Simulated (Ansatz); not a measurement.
# Work function of Ca(100): what the settings cost and change, part 2 of 2

Aim: the work function of Ca(100) across levels of theory at one geometry.

Ansatz 0.2.0; plane-wave DFT, PBE, Ansatz PAW (the session's first sound run).

So far, work function, upper face (eV): step 2 (run, setting PBE, Ansatz PAW (420 eV)) 2.78; step 4 (PBEsol) 2.82; step 5 (RPBE) 2.70; step 6 (r2SCAN) 2.80; step 7 (PBE JTH) 2.78.

### 8. Slab

This step: plane-wave DFT, PBE, norm-conserving (Ansatz 0.2.0).

The input, input.yaml:

```yaml
crystal:
  lattice:
    - [3.945655839, 0.0, 0.0]
    - [0.0, 3.945655839, 0.0]
    - [0.0, 0.0, 34.74]
  atoms:
    - { symbol: Ca, position: [0.0, 0.0, 0.2590673575] }
    - { symbol: Ca, position: [0.5, 0.5, 0.3393782383] }
    - { symbol: Ca, position: [0.0, 0.0, 0.4196891192] }
    - { symbol: Ca, position: [0.5, 0.5, 0.5] }
    - { symbol: Ca, position: [0.0, 0.0, 0.5803108808] }
    - { symbol: Ca, position: [0.5, 0.5, 0.6606217617] }
    - { symbol: Ca, position: [0.0, 0.0, 0.7409326425] }
kpoints:
  mp_grid: { grid: [10, 10, 1] }
hamiltonian:
  xc: pbe
  pseudopotentials: { kind: nc }
scf:
  occupations: { method: fermi_dirac, width: 0.1 }
  convergence: { dr2_threshold: 1.0e-09 }
efield:
  axis: 3
  dipole_correction: true
  ramp_position: 0.97
  ramp_width: 0.06
output:
  write_potential: true
  write_density: true
  volumetric_format: npy
```

The run is started by

```sh
$ ansatz run input.yaml --threads 2 --pin off --max-ram 3072MiB --backend cpu --events-out ev --progress --plain --runs-dir out
```

Numbers of over 12 decimals in the logs are rounded to 6 here.

The log of the run:

```text
[...]
Crystal: 7 atoms, lattice volume = 540.839 Å³
Basis set: ecut = 925.187132 eV, 34497 PW (Γ)
Bands: 42, of which v1, the nominal top of the filled ones, is band 35 counted from 1 (34 counted from 0)
Symmetry: 8 space group operations
k-points: 21 of 100
[...]
k-point 0: bands = [... 31 lower, -1.0982, -0.4306, 0.2626, 0.8573, 2.0240, 2.0631, 2.1812, 2.2603, ... 10 higher]
  k-point 1: bands = [... 31 lower, -0.9973, -0.3340, 0.3551, 0.9471, 2.0617, 2.1002, 2.1849, 2.2541, ... 10 higher]
  k-point 2: bands = [... 31 lower, -0.7048, -0.0566, 0.6184, 1.2002, 2.0250, 2.1039, 2.1794, 2.2828, ... 10 higher]
  k-point 20: bands = [... 31 lower, 1.4065, 1.6146, 1.6506, 1.7605, 2.1280, 2.1280, 2.1286, 2.1286, ... 10 higher]
[key lines of the parts left out:]
SCF converged after 13 iterations
Free energy (F): -7373.150336 eV
Fermi energy:    1.572764 eV
Dipole field:    D = 0.000000 V/Å  (p = 0.000000 e·Å, saw-weighted, corrected)
Work function:   Φ+ = 2.7793 eV   Φ− = 2.7793 eV
```

Run time: 6.2 min. Hardware: 2 threads of Arm Neoverse N1, shared host; peak memory 2.3 GiB.

The work function is 2.779 eV, -0.000 eV from the run “PBE, Ansatz PAW (420 eV)”, at 3.9 times its CPU time.

### 9. Run

This step: plane-wave DFT, LDA, norm-conserving (Ansatz 0.2.0).

Edit input.yaml of step 8 so:

```diff
@@ -16,3 +16,3 @@
 hamiltonian:
-  xc: pbe
+  xc: lda
   pseudopotentials: { kind: nc }
```

The log of the run:

```text
[...]
Crystal: 7 atoms, lattice volume = 540.839 Å³
Basis set: ecut = 979.609905 eV, 37573 PW (Γ)
Bands: 42, of which v1, the nominal top of the filled ones, is band 35 counted from 1 (34 counted from 0)
Symmetry: 8 space group operations
k-points: 21 of 100
[...]
k-point 0: bands = [... 31 lower, -1.2627, -0.5950, 0.0962, 0.6789, 1.8561, 1.8801, 1.9366, 2.0115, ... 10 higher]
  k-point 1: bands = [... 31 lower, -1.1616, -0.4983, 0.1891, 0.7699, 1.8932, 1.9076, 1.9531, 2.0113, ... 10 higher]
  k-point 2: bands = [... 31 lower, -0.8694, -0.2220, 0.4517, 1.0257, 1.8152, 1.8946, 1.9995, 2.0727, ... 10 higher]
  k-point 20: bands = [... 31 lower, 1.2149, 1.4213, 1.4648, 1.5758, 1.9042, 1.9042, 1.9084, 1.9084, ... 10 higher]
[key lines of the parts left out:]
SCF converged after 14 iterations
Free energy (F): -7365.456374 eV
Fermi energy:    1.406204 eV
Dipole field:    D = 0.000001 V/Å  (p = 0.000002 e·Å, saw-weighted, corrected)
Work function:   Φ+ = 2.8995 eV   Φ− = 2.8995 eV
```

It took 7.2 min on 2 threads; peak memory 2.4 GiB; 14 min of CPU time.

The work function is 2.899 eV, +0.120 eV from the run “PBE, Ansatz PAW (420 eV)”, at 4.8 times its CPU time.

### 10. Run, setting PBE, all layers relaxed

This step: plane-wave DFT, PBE, Ansatz PAW (Ansatz 0.2.0).

Edit input.yaml of step 9 so:

```diff
@@ -16,4 +16,3 @@
 hamiltonian:
-  xc: lda
-  pseudopotentials: { kind: nc }
+  xc: pbe
 scf:
@@ -26,2 +25,5 @@
   ramp_width: 0.06
+relax:
+  f_tol: 0.01
+  max_steps: 40
 output:
```

The log of the run:

```text
[...]
Crystal: 7 atoms, lattice volume = 540.839 Å³
Basis set: ecut = 420 eV, 10629 PW (Γ), exchange–correlation on 54×54×480 points (8 copies of the dense FFT grid, shifted against one another)
Bands: 42, of which v1, the nominal top of the filled ones, is band 35 counted from 1 (34 counted from 0)
Symmetry: 8 space group operations
k-points: 21 of 100
[...]
F+E_penalty+E_count = -12717.28228826 eV   max|allowed force component| = 6.900e-3 eV/Å
  atoms:
    - { symbol: Ca, position: [0, 0.0, 0.266823] }
    - { symbol: Ca, position: [0.5, 0.5, 0.343114] }
    - { symbol: Ca, position: [0, 0.0, 0.421499] }
    - { symbol: Ca, position: [0.5, 0.5, 0.500000] }
    - { symbol: Ca, position: [0, 0.0, 0.578501] }
    - { symbol: Ca, position: [0.5, 0.5, 0.656886] }
    - { symbol: Ca, position: [0, 0.0, 0.733177] }
[key lines of the parts left out:]
SCF converged after 9 iterations
Free energy (F): -12717.282288 eV
Fermi energy:    1.529664 eV
Dipole field:    D = 0.000000 V/Å  (p = 0.000000 e·Å, saw-weighted, corrected)
Work function:   Φ+ = 2.7614 eV   Φ− = 2.7615 eV
```

Wall time 2.8 min (2 threads); peak memory 0.84 GiB.

The relaxation took 3 steps and lowered the energy by 0.023 eV; the largest force on the free atoms ends at 0.0069 eV/Å.

The work function is 2.761 eV, -0.018 eV from the run “PBE, Ansatz PAW (420 eV)”, at 1.9 times its CPU time.

### 11. Side by side

Times are for 2 threads of Arm Neoverse N1, shared host. The series side by side:

```tsv
no.	setting	work function, upper face (eV)	time	memory (GiB)
1	PBE, Ansatz PAW (420 eV)	2.779	99 s	0.94
2	LDA, Ansatz PAW (420 eV)	2.900	95 s	0.92
3	PBEsol, Ansatz PAW (420 eV)	2.816	98 s	0.94
4	RPBE, Ansatz PAW (420 eV)	2.704	94 s	0.94
5	r2SCAN, Ansatz PAW (500 eV)	2.797	3.1 min	1.8
6	PBE, JTH PAW (870 eV)	2.780	5 min	2.4
7	PBE, norm-conserving (925 eV)	2.779	6.2 min	2.3
8	LDA, norm-conserving (980 eV)	2.899	7.2 min	2.4
9	PBE, all layers relaxed	2.761	2.8 min	0.84
```

### 12. Varying the input

An input spoilt on purpose, to show how the run answers: it repeats the earlier run “PBE, Ansatz PAW (420 eV)” with efield.axis from 3 to 0, and scf.max_iter set to 50; its output block differs too.

Edit input.yaml of step 10 so:

```diff
@@ -20,4 +20,5 @@
   convergence: { dr2_threshold: 1.0e-09 }
+  max_iter: 50
 efield:
-  axis: 3
+  axis: 0
   dipole_correction: true
@@ -25,5 +26,2 @@
   ramp_width: 0.06
-relax:
-  f_tol: 0.01
-  max_steps: 40
 output:
```

The log of the run:

```text
Error: invalid value for `efield.axis`: must be in [1, 3]; got 0
```

Wall time 0.02 s (2 threads); peak memory 0.1 GiB.

The program refused the input before any cycle.

The program's message: “Error: invalid value for `efield.axis`: must be in [1, 3]; got 0”

The fault put into the input: an axis of 0, outside the range 1 to 3.

### 13. Outcome

| Item | Value |
| --- | --- |
| work function, PBE, Ansatz PAW (420 eV) | 2.779 eV |
| work function, LDA, Ansatz PAW (420 eV) | 2.900 eV |
| work function, RPBE, Ansatz PAW (420 eV) | 2.704 eV |
| work function, r2SCAN, Ansatz PAW (500 eV) | 2.797 eV |
| work function, PBE, all layers relaxed | 2.761 eV |

What this shows: PBE on the default files gives 2.78 eV, and the settings tried spread the value from 2.70 to 2.90 eV. At one geometry LDA lies 0.12 eV above PBE. The choice of pseudopotentials moves the PBE value by 0.001 eV. Relaxing the layers changes it by -0.018 eV. The ladder's slabs use the tabulated experimental lattice constant (two decimals; a low-temperature value for the alkali metals).

[Logs are printed without paths, hosts, clocks, repeated set-up lines and the standing remarks that a program may print on its own settings, such as how far it seeks lower states.]

[Hosts, paths, dates, database ids (printed as entryN), source tags and the programs' standing remarks are cut or masked in the printed files.]

[Maps of the electrostatic potential energy from Ansatz leave out the sawtooth potential of an applied field or a dipole correction, so their vacuum need not be flat; planar profiles and work functions include it.]
